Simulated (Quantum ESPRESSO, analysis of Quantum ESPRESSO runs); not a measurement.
**Interstitial H in fcc Al, hop from a tetrahedral to the next octahedral site: migration barrier against experiment (Quantum ESPRESSO)**

Aim: the migration barrier of interstitial H in fcc Al, hop from a tetrahedral to the next octahedral site, to be set beside the measurement. Set-up: PBE, GBRV 1.5 PBE, cutoffs x 0.85, 32-site cell, PBE lattice, k: 3x3x3. The model is a cell of 32 host atoms with 1 H put in. The barrier is the energy of the highest image of a climbing band over the relaxed site that the atom leaves. This set-up takes another basis size than the usual one.

Measured beforehand: Migration barrier: 0.452 eV, by diffusion measurements (T > 250 K); average of cited values (quoted in “Explainable Machine Learning for Hydrogen Diffusion in Metals and Random Binary Alloys”, 2023, G. M. Lu et al., quoting earlier work (1981)).

Main program and level: Quantum ESPRESSO 7.5; Quantum ESPRESSO plane-wave DFT, PBE, GBRV 1.5 PBE potentials; relaxation of all atoms of a defect supercell.

Most raw output is cut from this account.

### Step 1. Starting point

The cell holds 33 atoms: 32 Al and 1 H. Its edges and angles: a = 8.081 Å, b = 8.081 Å, c = 8.081 Å, α = 90.0°, β = 90.0°, γ = 90.0°. It derives from Al (space group Fm-3m). Nearest the centre at fractional (0.375, 0.375, 0.375): H33 at 0.00 Å, Al8 at 1.75 Å, Al18 at 1.75 Å, Al11 at 1.75 Å, Al29 at 1.75 Å, Al16 at 3.35 Å, Al4 at 3.35 Å, Al15 at 3.35 Å.

The host's primitive cell comes from a first run (Quantum ESPRESSO plane-wave DFT, PBE, GBRV 1.5 PBE potentials; relaxation of cell and atoms of a defect-free cell): vectors of 2.857, 2.857 and 2.857 Å. That is 16.49 Å³ an atom, 0.7 % under the diffraction cell's volume. The supercell is built on it.

### Step 2. Relaxation, charge 0

A barrier counts from a true minimum, so both ends of the jump are relaxed first.

pw.in

```
&CONTROL
  calculation = 'relax'
  prefix = 'pwscf'
  outdir = './tmp'
  pseudo_dir = './pseudo'
  tprnfor = .true.
  disk_io = 'low'
  nstep = 70
  forc_conv_thr = 0.00078
  etot_conv_thr = 0.0001
/
&SYSTEM
  ibrav = 0
  nat = 33
  ntyp = 2
  ecutwfc = 38
  ecutrho = 306
  nbnd = 63
  occupations = 'smearing'
  smearing = 'mv'
  degauss = 0.00734986
/
&ELECTRONS
  conv_thr = 3d-08
  electron_maxstep = 100
  mixing_beta = 0.5
/
&IONS
  ion_dynamics = 'bfgs'
/
ATOMIC_SPECIES
Al    26.9815 al_pbe_v1.uspp.F.UPF
H      1.0080 h_pbe_v1.4.uspp.F.UPF
CELL_PARAMETERS angstrom
   8.0810420189    0.0000000000    0.0000000000
   0.0000000000    8.0810420189    0.0000000000
   0.0000000000    0.0000000000    8.0810420189
ATOMIC_POSITIONS crystal
Al     0.0000000000    0.0000000000    0.0000000000
Al     0.0000000000    0.2500000000    0.2500000000
Al     0.2500000000    0.0000000000    0.2500000000
Al     0.2500000000    0.2500000000    0.0000000000
Al     0.0000000000    0.0000000000    0.5000000000
Al     0.0000000000    0.2500000000    0.7500000000
Al     0.2500000000    0.0000000000    0.7500000000
Al     0.2500000000    0.2500000000    0.5000000000
[... 21 atom lines left out ...]
Al     0.5000000000    0.7500000000    0.7500000000
Al     0.7500000000    0.5000000000    0.7500000000
Al     0.7500000000    0.7500000000    0.5000000000
H      0.3750000000    0.3750000000    0.3750000000
K_POINTS automatic
3 3 3 0 0 0
```

Started as:

```console
$ OMP_NUM_THREADS=1 mpirun -n 4 pw.x -nk 4 -in pw.in > pw.out
```

The job ended after 4.2 min (4 MPI ranks of Arm Neoverse V1, shared host; peak memory 1.4 GiB).

Relaxation path:

```csv
step,energy less that of the first step (eV)
0,0.0000
1,-0.1210
2,-0.2157
3,-0.2918
4,-0.3059
5,-0.3093
6,-0.3131
7,-0.3142
8,-0.3146
```

The atoms that moved most (Å):

```
atom      dx      dy      dz  length
 Al8  -0.074  -0.074   0.074   0.129
Al11  -0.074   0.074  -0.074   0.129
Al29   0.074   0.074   0.074   0.129
Al18   0.074  -0.074  -0.074   0.129
 Al9  -0.018   0.002  -0.018   0.025
Al17   0.002  -0.018  -0.018   0.025
 Al5  -0.018  -0.018   0.002   0.025
Al12  -0.002   0.018  -0.018   0.025
```

Final coordinates:

```
CELL_PARAMETERS angstrom
8.08104 0.00000 0.00000
0.00000 8.08104 0.00000
0.00000 0.00000 8.08104
ATOMIC_POSITIONS crystal
Al 0.00032 0.00032 0.00032
Al 0.00080 0.25032 0.25032
Al 0.25032 0.00080 0.25032
Al 0.25032 0.25032 0.00080
Al 0.99782 0.99782 0.50021
Al 0.99782 0.24979 0.75218
Al 0.24979 0.99782 0.75218
Al 0.24078 0.24078 0.50922
Al 0.99782 0.50021 0.99782
Al 0.99782 0.75218 0.24979
Al 0.24078 0.50922 0.24078
Al 0.24979 0.75218 0.99782
Al 0.00080 0.49968 0.49968
Al 0.00032 0.74968 0.74968
Al 0.25032 0.49968 0.74920
Al 0.25032 0.74920 0.49968
Al 0.50021 0.99782 0.99782
Al 0.50922 0.24078 0.24078
Al 0.75218 0.99782 0.24979
Al 0.75218 0.24979 0.99782
Al 0.49968 0.00080 0.49968
Al 0.49968 0.25032 0.74920
Al 0.74968 0.00032 0.74968
Al 0.74920 0.25032 0.49968
Al 0.49968 0.49968 0.00080
Al 0.49968 0.74920 0.25032
Al 0.74920 0.49968 0.25032
Al 0.74968 0.74968 0.00032
Al 0.50922 0.50922 0.50922
Al 0.50021 0.75218 0.75218
Al 0.75218 0.50021 0.75218
Al 0.75218 0.75218 0.50021
H 0.37500 0.37500 0.37500
```

Neighbours of H33 at the end:

```csv
atom,distance (Å)
Al8,1.879
Al29,1.879
Al11,1.879
Al18,1.879
Al13,3.343
Al4,3.343
Al15,3.343
Al21,3.343
Al25,3.343
Al27,3.343
Al26,3.343
Al24,3.343
Al22,3.343
Al16,3.343
Al2,3.343
Al3,3.343
```

First to last step the energy falls by 0.315 eV; the largest move, 0.13 Å, is that of Al8 and 3 other atoms alike.

### Step 3. Relaxation, charge 0

The other end of the jump is relaxed alike.

pw.in

```
&CONTROL
  calculation = 'relax'
  prefix = 'pwscf'
  outdir = './tmp'
  pseudo_dir = './pseudo'
  tprnfor = .true.
  disk_io = 'low'
  nstep = 70
  forc_conv_thr = 0.00078
  etot_conv_thr = 0.0001
/
&SYSTEM
  ibrav = 0
  nat = 33
  ntyp = 2
  ecutwfc = 38
  ecutrho = 306
  nbnd = 63
  occupations = 'smearing'
  smearing = 'mv'
  degauss = 0.00734986
/
&ELECTRONS
  conv_thr = 3d-08
  electron_maxstep = 100
  mixing_beta = 0.5
/
&IONS
  ion_dynamics = 'bfgs'
/
ATOMIC_SPECIES
Al    26.9815 al_pbe_v1.uspp.F.UPF
H      1.0080 h_pbe_v1.4.uspp.F.UPF
CELL_PARAMETERS angstrom
   8.0810420189    0.0000000000    0.0000000000
   0.0000000000    8.0810420189    0.0000000000
   0.0000000000    0.0000000000    8.0810420189
ATOMIC_POSITIONS crystal
Al     0.0000000000    0.0000000000    0.0000000000
Al     0.0000000000    0.2500000000    0.2500000000
[... 1 atom line left out ...]
Al     0.2500000000    0.2500000000    0.0000000000
[... 3 atom lines left out ...]
Al     0.2500000000    0.2500000000    0.5000000000
[... 2 atom lines left out ...]
Al     0.2500000000    0.5000000000    0.2500000000
[... 3 atom lines left out ...]
Al     0.2500000000    0.5000000000    0.7500000000
Al     0.2500000000    0.7500000000    0.5000000000
[... 1 atom line left out ...]
Al     0.5000000000    0.2500000000    0.2500000000
[... 3 atom lines left out ...]
Al     0.5000000000    0.2500000000    0.7500000000
[... 1 atom line left out ...]
Al     0.7500000000    0.2500000000    0.5000000000
[... 1 atom line left out ...]
Al     0.5000000000    0.7500000000    0.2500000000
Al     0.7500000000    0.5000000000    0.2500000000
[... 1 atom line left out ...]
Al     0.5000000000    0.5000000000    0.5000000000
[... 3 atom lines left out ...]
H      0.2500000000    0.2500000000    0.2500000000
K_POINTS automatic
3 3 3 0 0 0
```

Wall time 3.4 min (4 MPI ranks); peak memory 1.6 GiB; 14 min of CPU time.

The steps of the relaxation:

```
step  energy less that of the first step (eV)
   0                                   0.0000
   1                                  -0.0162
   2                                  -0.0304
   3                                  -0.0450
   4                                  -0.0529
   5                                  -0.0535
   6                                  -0.0541
   7                                  -0.0546
```

The atoms that moved most (Å):

| atom | dx | dy | dz | length |
| --- | --- | --- | --- | --- |
| Al2 | -0.050 | 0.000 | 0.000 | 0.050 |
| Al3 | 0.000 | -0.050 | 0.000 | 0.050 |
| Al4 | 0.000 | 0.000 | -0.050 | 0.050 |
| Al8 | 0.000 | 0.000 | 0.050 | 0.050 |
| Al11 | 0.000 | 0.050 | 0.000 | 0.050 |
| Al18 | 0.050 | 0.000 | 0.000 | 0.050 |
| Al15 | 0.000 | 0.011 | 0.000 | 0.011 |
| Al16 | 0.000 | 0.000 | 0.011 | 0.011 |

Neighbours of H33 at the end:

| atom | distance (Å) |
| --- | --- |
| Al2 | 2.070 |
| Al4 | 2.070 |
| Al3 | 2.070 |
| Al11 | 2.070 |
| Al18 | 2.070 |
| Al8 | 2.070 |
| Al9 | 3.495 |
| Al13 | 3.495 |
| Al21 | 3.495 |
| Al17 | 3.495 |
| Al29 | 3.495 |
| Al25 | 3.495 |
| Al5 | 3.495 |
| Al1 | 3.495 |

First to last step the energy falls by 0.055 eV; the largest move, 0.050 Å, is that of Al2 and 5 other atoms alike.

### Step 4. Nudged elastic band

A band of images joins the two ends; its highest image climbs to the saddle, whose energy over the site left is the barrier.

This step: Quantum ESPRESSO plane-wave DFT, PBE, GBRV 1.5 PBE potentials; nudged elastic band between two relaxed defect structures.

neb.in

```
BEGIN
BEGIN_PATH_INPUT
&PATH
  restart_mode = 'from_scratch'
  string_method = 'neb'
  nstep_path = 45
  ds = 1.5
  opt_scheme = 'broyden'
  num_of_images = 5
  k_max = 0.3
  k_min = 0.2
  CI_scheme = 'auto'
  path_thr = 0.05
/
END_PATH_INPUT
BEGIN_ENGINE_INPUT
&CONTROL
  prefix = 'pwscf'
  outdir = './tmp'
  pseudo_dir = './pseudo'
  disk_io = 'low'
/
&SYSTEM
  ibrav = 0
  nat = 33
  ntyp = 2
  ecutwfc = 38
  ecutrho = 306
  nbnd = 63
  occupations = 'smearing'
  smearing = 'mv'
  degauss = 0.00734986
/
&ELECTRONS
  conv_thr = 3d-08
  electron_maxstep = 100
  mixing_beta = 0.5
/
ATOMIC_SPECIES
Al    26.9815 al_pbe_v1.uspp.F.UPF
H      1.0080 h_pbe_v1.4.uspp.F.UPF
CELL_PARAMETERS angstrom
   8.0810420189    0.0000000000    0.0000000000
   0.0000000000    8.0810420189    0.0000000000
   0.0000000000    0.0000000000    8.0810420189
BEGIN_POSITIONS
FIRST_IMAGE
ATOMIC_POSITIONS crystal
Al     0.0003202902    0.0003202902    0.0003202902
Al     0.0007991107    0.2503246205    0.2503246205
Al     0.2503246205    0.0007991107    0.2503246205
Al     0.2503246205    0.2503246205    0.0007991107
Al    -0.0021819157   -0.0021819157    0.5002141431
Al    -0.0021819157    0.2497858569    0.7521819157
Al     0.2497858569   -0.0021819157    0.7521819157
Al     0.2407822052    0.2407822052    0.5092177948
Al    -0.0021819157    0.5002141431   -0.0021819157
Al    -0.0021819157    0.7521819157    0.2497858569
Al     0.2407822052    0.5092177948    0.2407822052
Al     0.2497858569    0.7521819157   -0.0021819157
Al     0.0007991107    0.4996753795    0.4996753795
Al     0.0003202902    0.7496797098    0.7496797098
Al     0.2503246205    0.4996753795    0.7492008893
Al     0.2503246205    0.7492008893    0.4996753795
Al     0.5002141431   -0.0021819157   -0.0021819157
Al     0.5092177948    0.2407822052    0.2407822052
Al     0.7521819157   -0.0021819157    0.2497858569
Al     0.7521819157    0.2497858569   -0.0021819157
Al     0.4996753795    0.0007991107    0.4996753795
Al     0.4996753795    0.2503246205    0.7492008893
Al     0.7496797098    0.0003202902    0.7496797098
Al     0.7492008893    0.2503246205    0.4996753795
Al     0.4996753795    0.4996753795    0.0007991107
Al     0.4996753795    0.7492008893    0.2503246205
Al     0.7492008893    0.4996753795    0.2503246205
Al     0.7496797098    0.7496797098    0.0003202902
Al     0.5092177948    0.5092177948    0.5092177948
Al     0.5002141431    0.7521819157    0.7521819157
Al     0.7521819157    0.5002141431    0.7521819157
Al     0.7521819157    0.7521819157    0.5002141431
H      0.3750000000    0.3750000000    0.3750000000
LAST_IMAGE
ATOMIC_POSITIONS crystal
Al     0.0004462053    0.0004462053    0.0004462053
Al    -0.0060138474    0.2501289890    0.2501289890
[... 5 atom lines left out ...]
Al     0.2501289890    0.2501289890    0.5062718254
[... 2 atom lines left out ...]
Al     0.2501289890    0.5062718254    0.2501289890
[... 1 atom line left out ...]
Al     0.0004462053    0.4998117726    0.4998117726
[... 1 atom line left out ...]
Al     0.2501289890    0.5014781172    0.7501289890
[... 2 atom lines left out ...]
Al     0.5062718254    0.2501289890    0.2501289890
[... 2 atom lines left out ...]
Al     0.4998117726    0.0004462053    0.4998117726
Al     0.5014781172    0.2501289890    0.7501289890
[... 1 atom line left out ...]
Al     0.7501289890    0.2501289890    0.5014781172
Al     0.4998117726    0.4998117726    0.0004462053
[... 1 atom line left out ...]
Al     0.7501289890    0.5014781172    0.2501289890
[... 1 atom line left out ...]
Al     0.4998117726    0.4998117726    0.4998117726
[... 3 atom lines left out ...]
H      0.2501289890    0.2501289890    0.2501289890
END_POSITIONS
K_POINTS automatic
3 3 3 0 0 0
END_ENGINE_INPUT
END
```

Started as:

```console
$ OMP_NUM_THREADS=1 mpirun -n 4 neb.x -ni 2 -inp neb.in > neb.out
```

Run time: 17 min. Hardware: 4 MPI ranks; peak memory 1.5 GiB.

The path, image by image:

| image | path (Å) | energy (eV) | H33: x, y, z (Å) |
| --- | --- | --- | --- |
| 0 | 0.000 | 0.0000 | 3.030, 3.030, 3.030 |
| 1 | 0.489 | 0.1151 | 2.753, 2.753, 2.753 |
| 2 | 0.894 | 0.1791 | 2.524, 2.524, 2.524 |
| 3 | 1.323 | 0.1339 | 2.285, 2.285, 2.285 |
| 4 | 1.788 | 0.0939 | 2.021, 2.021, 2.021 |

Read from the output:

* barrier forward: 0.1791 eV

### Step 5. Outcome

| Property | Result |
| --- | --- |
| migration barrier (saddle less minimum) | 0.18 eV |
| energy difference of the two ends | 0.09 eV |
| length of the hop | 1.75 Å |

**Reading.** Migration barrier: computed 0.18 eV, measured 0.452 eV; 0.27 eV below the measurement. The measured number is an Arrhenius activation energy of long-range diffusion; for H it holds zero-point energy, and trapping at vacancies and dislocations can raise it. One hop between neighbouring sites is computed at the host's lattice. Limits: the periodic copies of the defect are only 8.1 Å apart.

[Logs are printed without paths, hosts, clocks, repeated set-up lines and the standing remarks that a program may print on its own settings, such as how far it seeks lower states.]

[Hosts, paths, dates, database ids (printed as entryN), source tags and the programs' standing remarks are cut or masked in the printed files.]

[For some hosts the program warned that the k-mesh of the response run may be too coarse for force constants and the static dielectric constant; such warnings are not shown here.]
